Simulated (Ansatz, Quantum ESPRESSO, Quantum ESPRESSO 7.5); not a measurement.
# Conductance against width: a Al chain with one bond drawn out

Aim: how the conductance falls as the barrier grows, for a Al chain with one bond drawn out.

Calculated with Quantum ESPRESSO 7.5; plane-wave DFT, LDA, GBRV ultrasoft pseudopotentials (cross-check by Ansatz 0.2.0 with PAW datasets).

## Step 1: Starting point

The cell holds 12 atoms: 12 Al. Cell: a = 7.500 Å, b = 7.500 Å, c = 29.100 Å, α = 90.0°, β = 90.0°, γ = 90.0°. Regions: left lead, 6 atoms (6 Al); right lead, 6 atoms (6 Al). Vacuum lies along a and b. The structure is stacked, and the current runs, along c.

## Step 2: SCF with pw.x, 0.3 Å

One periodic cell holds a lead period, the junction and more lead; the atoms stay as built.

Contents of j0.scf.in:

```
&control
  prefix = 'j0.scf'
  outdir = './out'
  pseudo_dir = './pseudo'
  calculation = 'scf'
  tprnfor = .true.
/
&system
  ibrav = 0
  nat = 12
  ntyp = 1
  ecutwfc = 34
  ecutrho = 170
  occupations = 'smearing'
  smearing = 'mv'
  degauss = 0.01
/
&electrons
  conv_thr = 1e-07
  mixing_beta = 0.25
  electron_maxstep = 120
  mixing_mode = 'local-TF'
/
ATOMIC_SPECIES
  Al  26.9815  al_lda_v1.uspp.F.UPF
CELL_PARAMETERS angstrom
  7.50000000000000 0.00000000000000 0.00000000000000
  0.00000000000000 7.50000000000000 0.00000000000000
  0.00000000000000 0.00000000000000 29.10000000000000
ATOMIC_POSITIONS crystal
  Al  0.500000000000 0.500000000000 0.000000000000
  Al  0.500000000000 0.500000000000 0.082474226804
  Al  0.500000000000 0.500000000000 0.164948453608
  Al  0.500000000000 0.500000000000 0.247422680412
  Al  0.500000000000 0.500000000000 0.329896907216
  Al  0.500000000000 0.500000000000 0.412371134021
  Al  0.500000000000 0.500000000000 0.505154639175
  Al  0.500000000000 0.500000000000 0.587628865979
  Al  0.500000000000 0.500000000000 0.670103092784
  Al  0.500000000000 0.500000000000 0.752577319588
  Al  0.500000000000 0.500000000000 0.835051546392
  Al  0.500000000000 0.500000000000 0.917525773196
K_POINTS automatic
  1 1 3 0 0 0
```

On the command line:

```bash
$ OMP_NUM_THREADS=1 mpirun -n 4 pw.x -nk 1 -in j0.scf.in > j0.scf.out
```

The program printed:

```text
Program PWSCF v.7.5 starts
[citation notice left out]

     Parallel version (MPI & OpenMP), running on       4 processor cores
     Number of MPI processes:                 4
     Threads/MPI process:                     1

     MPI processes distributed on     1 nodes
[...]
Current dimensions of program PWSCF are:
     Max number of different atomic species (ntypx) = 10
     Max number of k-points (npk) =  40000
     Max angular momentum in pseudopotentials (lmaxx) =  4
     Message from routine setup:
     using ibrav=0 with symmetry is DISCOURAGED, use correct ibrav instead

     R & G space division:  proc/nbgrp/npool/nimage =       4
     Subspace diagonalization in iterative solution of the eigenvalue problem:
     a serial algorithm will be used

     Parallelization info
     --------------------
     sticks:   dense  smooth     PW     G-vecs:    dense   smooth      PW
     Min         677     544    138               103395    73986    9432
     Max         678     545    139               103416    73999    9443
     Sum        2709    2177    553               413609   295965   37751

     Using Slab Decomposition

     bravais-lattice index     =            0
     lattice parameter (alat)  =      14.1729  a.u.
     unit-cell volume          =   11046.1800 (a.u.)^3
     number of atoms/cell      =           12
     number of atomic types    =            1
     number of electrons       =        36.00
     number of Kohn-Sham states=           22
     kinetic-energy cutoff     =      34.0000  Ry
     charge density cutoff     =     170.0000  Ry
     scf convergence threshold =      1.0E-07
     mixing beta               =       0.2500
     number of iterations used =            8  local-TF  mixing
     Exchange-correlation= SLA  PZ   NOGX NOGC
                           (   1   1   0   0   0   0   0)

     celldm(1)=  14.172946  celldm(2)=   0.000000  celldm(3)=   0.000000
     celldm(4)=   0.000000  celldm(5)=   0.000000  celldm(6)=   0.000000

     crystal axes: (cart. coord. in units of alat)
               a(1) = (   1.000000   0.000000   0.000000 )
               a(2) = (   0.000000   1.000000   0.000000 )
               a(3) = (   0.000000   0.000000   3.880000 )

     reciprocal axes: (cart. coord. in units 2 pi/alat)
               b(1) = (  1.000000  0.000000  0.000000 )
               b(2) = (  0.000000  1.000000  0.000000 )
               b(3) = (  0.000000  0.000000  0.257732 )

     PseudoPot. # 1 for Al read from file:
     ./pseudo/al_lda_v1.uspp.F.UPF
     Pseudo is Ultrasoft + core correction, Zval =  3.0
     Generated by new atomic code, or converted to UPF format
     Using radial grid of  893 points,  3 beta functions with:
                l(1) =   0
                l(2) =   1
                l(3) =   2
     Q(r) pseudized with  8 coefficients,  rinner =    0.900   0.900   0.900
                                                       0.900   0.900

     atomic species   valence    mass     pseudopotential
     Al                3.00    26.98150     Al( 1.00)

      8 Sym. Ops. (no inversion) found

   Cartesian axes

     site n.     atom                  positions (alat units)
         1        Al     tau(   1) = (   0.5000000   0.5000000   0.0000000  )
         2        Al     tau(   2) = (   0.5000000   0.5000000   0.3200000  )
         3        Al     tau(   3) = (   0.5000000   0.5000000   0.6400000  )
         4        Al     tau(   4) = (   0.5000000   0.5000000   0.9600000  )
         5        Al     tau(   5) = (   0.5000000   0.5000000   1.2800000  )
         6        Al     tau(   6) = (   0.5000000   0.5000000   1.6000000  )
         7        Al     tau(   7) = (   0.5000000   0.5000000   1.9600000  )
         8        Al     tau(   8) = (   0.5000000   0.5000000   2.2800000  )
         9        Al     tau(   9) = (   0.5000000   0.5000000   2.6000000  )
        10        Al     tau(  10) = (   0.5000000   0.5000000   2.9200000  )
        11        Al     tau(  11) = (   0.5000000   0.5000000   3.2400000  )
        12        Al     tau(  12) = (   0.5000000   0.5000000   3.5600000  )

     number of k points=     2  Marzari-Vanderbilt smearing, width (Ry)=  0.0100
                       cart. coord. in units 2pi/alat
        k(    1) = (   0.0000000   0.0000000   0.0000000), wk =   0.6666667
        k(    2) = (   0.0000000   0.0000000   0.0859107), wk =   1.3333333

     Dense  grid:   413609 G-vectors     FFT dimensions: (  60,  60, 240)

     Smooth grid:   295965 G-vectors     FFT dimensions: (  54,  54, 216)

     Estimated max dynamical RAM per process >     231.59 MB

     Estimated total dynamical RAM >     926.34 MB

     Initial potential from superposition of free atoms

     starting charge      35.9737, renormalised to      36.0000

     negative rho (up, down):  1.119E-06 0.000E+00
     Starting wfcs are   48 randomized atomic wfcs

     total cpu time spent up to now is        1.1 secs

     per-process dynamical memory:    82.5 Mb

     Self-consistent Calculation

     iteration #  1     ecut=    34.00 Ry     beta= 0.25
     Davidson diagonalization with overlap
     ethr =  1.00E-02,  avg # of iterations =  2.0

     negative rho (up, down):  4.175E-08 0.000E+00

     total cpu time spent up to now is        3.1 secs

     total energy              =     -77.87132677 Ry
     estimated scf accuracy    <       0.53301956 Ry

     iteration #  2     ecut=    34.00 Ry     beta= 0.25
[...]
total energy              =     -77.81674930 Ry
     estimated scf accuracy    <       0.34579949 Ry

     iteration #  3     ecut=    34.00 Ry     beta= 0.25
[...]
negative rho (up, down):  1.363E-04 0.000E+00

[...]
total energy              =     -77.78724874 Ry
     estimated scf accuracy    <       0.11367520 Ry

     iteration #  4     ecut=    34.00 Ry     beta= 0.25
[...]
negative rho (up, down):  2.705E-04 0.000E+00

[...]
total energy              =     -77.78471226 Ry
     estimated scf accuracy    <       0.02929482 Ry

     iteration #  5     ecut=    34.00 Ry     beta= 0.25
[...]
negative rho (up, down):  1.685E-04 0.000E+00

[...]
total energy              =     -77.78703767 Ry
     estimated scf accuracy    <       0.00737054 Ry

     iteration #  6     ecut=    34.00 Ry     beta= 0.25
[...]
negative rho (up, down):  1.262E-04 0.000E+00

[...]
total energy              =     -77.78854980 Ry
     estimated scf accuracy    <       0.00769045 Ry

     iteration #  7     ecut=    34.00 Ry     beta= 0.25
[...]
negative rho (up, down):  4.378E-05 0.000E+00

[...]
total energy              =     -77.78808575 Ry
     estimated scf accuracy    <       0.00610379 Ry

     iteration #  8     ecut=    34.00 Ry     beta= 0.25
[...]
total energy              =     -77.78852085 Ry
     estimated scf accuracy    <       0.00293435 Ry

     iteration #  9     ecut=    34.00 Ry     beta= 0.25
[...]
negative rho (up, down):  2.429E-08 0.000E+00

[...]
total energy              =     -77.78880747 Ry
     estimated scf accuracy    <       0.00156896 Ry

     iteration # 10     ecut=    34.00 Ry     beta= 0.25
[...]
negative rho (up, down):  9.687E-08 0.000E+00

[...]
total energy              =     -77.78924094 Ry
     estimated scf accuracy    <       0.00279580 Ry

     iteration # 11     ecut=    34.00 Ry     beta= 0.25
[...]
negative rho (up, down):  1.834E-07 0.000E+00

[...]
total energy              =     -77.78874217 Ry
     estimated scf accuracy    <       0.00370187 Ry

     iteration # 12     ecut=    34.00 Ry     beta= 0.25
[...]
negative rho (up, down):  1.616E-07 0.000E+00

[...]
total energy              =     -77.78891145 Ry
     estimated scf accuracy    <       0.00065309 Ry

     iteration # 13     ecut=    34.00 Ry     beta= 0.25
[...]
negative rho (up, down):  1.400E-06 0.000E+00

[...]
total energy              =     -77.78886796 Ry
     estimated scf accuracy    <       0.00037410 Ry

     iteration # 14     ecut=    34.00 Ry     beta= 0.25
[...]
negative rho (up, down):  2.108E-06 0.000E+00

[...]
total energy              =     -77.78898852 Ry
     estimated scf accuracy    <       0.00033098 Ry

     iteration # 15     ecut=    34.00 Ry     beta= 0.25
[...]
negative rho (up, down):  1.575E-06 0.000E+00

[...]
total energy              =     -77.78895507 Ry
     estimated scf accuracy    <       0.00019192 Ry

     iteration # 16     ecut=    34.00 Ry     beta= 0.25
[...]
negative rho (up, down):  2.100E-06 0.000E+00

[...]
total energy              =     -77.78897711 Ry
     estimated scf accuracy    <       0.00001480 Ry

     iteration # 17     ecut=    34.00 Ry     beta= 0.25
[...]
negative rho (up, down):  2.257E-06 0.000E+00

[...]
total energy              =     -77.78897976 Ry
     estimated scf accuracy    <       0.00001913 Ry

     iteration # 18     ecut=    34.00 Ry     beta= 0.25
[...]
negative rho (up, down):  5.792E-06 0.000E+00

[...]
total energy              =     -77.78898348 Ry
     estimated scf accuracy    <       0.00000333 Ry

     iteration # 19     ecut=    34.00 Ry     beta= 0.25
[...]
negative rho (up, down):  1.686E-05 0.000E+00

[...]
total energy              =     -77.78898558 Ry
     estimated scf accuracy    <       0.00000495 Ry

     iteration # 20     ecut=    34.00 Ry     beta= 0.25
[...]
negative rho (up, down):  1.776E-05 0.000E+00

[...]
total energy              =     -77.78898525 Ry
     estimated scf accuracy    <       0.00000302 Ry

     iteration # 21     ecut=    34.00 Ry     beta= 0.25
[...]
negative rho (up, down):  1.665E-05 0.000E+00

[...]
total energy              =     -77.78898485 Ry
     estimated scf accuracy    <       0.00000150 Ry

     iteration # 22     ecut=    34.00 Ry     beta= 0.25
[...]
negative rho (up, down):  1.855E-05 0.000E+00

[...]
total energy              =     -77.78898514 Ry
     estimated scf accuracy    <       0.00000027 Ry

     iteration # 23     ecut=    34.00 Ry     beta= 0.25
[...]
negative rho (up, down):  1.378E-05 0.000E+00

[...]
End of self-consistent calculation

          k = 0.0000 0.0000 0.0000 ( 37007 PWs)   bands (ev):

    -9.0851  -8.9367  -8.8742  -8.4414  -8.3477  -7.6140  -7.4821  -6.4550
    -6.3344  -5.0412  -4.9687  -3.9516  -3.0471  -3.0471  -2.8930  -2.8930
    -2.8647  -2.8647  -2.4111  -2.4110  -2.3524  -2.3524

          k = 0.0000 0.0000 0.0859 ( 36994 PWs)   bands (ev):

    -9.0708  -8.9983  -8.7745  -8.5997  -8.1566  -7.8589  -7.2022  -6.8034
    -5.9537  -5.4816  -4.5336  -4.1313  -3.0301  -3.0301  -2.9700  -2.9700
    -2.7504  -2.7504  -2.5844  -2.5844  -2.1452  -2.1452

     the Fermi energy is    -2.6763 ev

!    total energy              =     -77.78898521 Ry
     estimated scf accuracy    <       0.00000005 Ry
     smearing contrib. (-TS)   =       0.00317750 Ry
     internal energy E=F+TS    =     -77.79216270 Ry

     The total energy is F=E-TS. E is the sum of the following terms:
     one-electron contribution =     -40.35471511 Ry
     hartree contribution      =      24.42994545 Ry
     xc contribution           =     -47.93934933 Ry
     ewald contribution        =     -13.92804372 Ry

     convergence has been achieved in  23 iterations

     negative rho (up, down):  1.378E-05 0.000E+00

     Forces acting on atoms (cartesian axes, Ry/au):

     atom    1 type  1   force =     0.00000000    0.00000000   -0.00043029
     atom    2 type  1   force =     0.00000000    0.00000000   -0.00066706
     atom    3 type  1   force =     0.00000000    0.00000000    0.00086188
     atom    4 type  1   force =     0.00000000    0.00000000    0.00334387
     atom    5 type  1   force =     0.00000000    0.00000000   -0.00424065
     atom    6 type  1   force =     0.00000000    0.00000000    0.05323135
     atom    7 type  1   force =     0.00000000    0.00000000   -0.05322582
     atom    8 type  1   force =     0.00000000    0.00000000    0.00424098
     atom    9 type  1   force =     0.00000000    0.00000000   -0.00334329
     atom   10 type  1   force =     0.00000000    0.00000000   -0.00086858
     atom   11 type  1   force =     0.00000000    0.00000000    0.00066322
     atom   12 type  1   force =     0.00000000    0.00000000    0.00043440

     Total force =     0.075681     Total SCF correction =     0.000079

[...]
=------------------------------------------------------------------------------=
   JOB DONE.
=------------------------------------------------------------------------------=
```

Run time: 41 s. Hardware: 4 MPI ranks of Arm Neoverse V1, shared host; peak memory 0.96 GiB; 2.7 min of CPU time.

Numbers from this step:

| Property | Result |
| --- | --- |
| free energy | -1058.3731 eV |
| Fermi energy | -2.676 eV |

The run needed 23 iterations to bring the estimated error under 1e-07 Ry; the largest force on any atom, held or free, is 1.37 eV/Å.

[end of part 1 of 5]

[Logs are printed without paths, hosts, clocks, repeated set-up lines and the standing remarks that a program may print on its own settings, such as how far it seeks lower states.]

[Hosts, paths, dates, database ids (printed as entryN), source tags and the programs' standing remarks are cut or masked in the printed files.]

[Maps of the electrostatic potential energy from Ansatz leave out the sawtooth potential of an applied field or a dipole correction, so their vacuum need not be flat; planar profiles and work functions include it.]
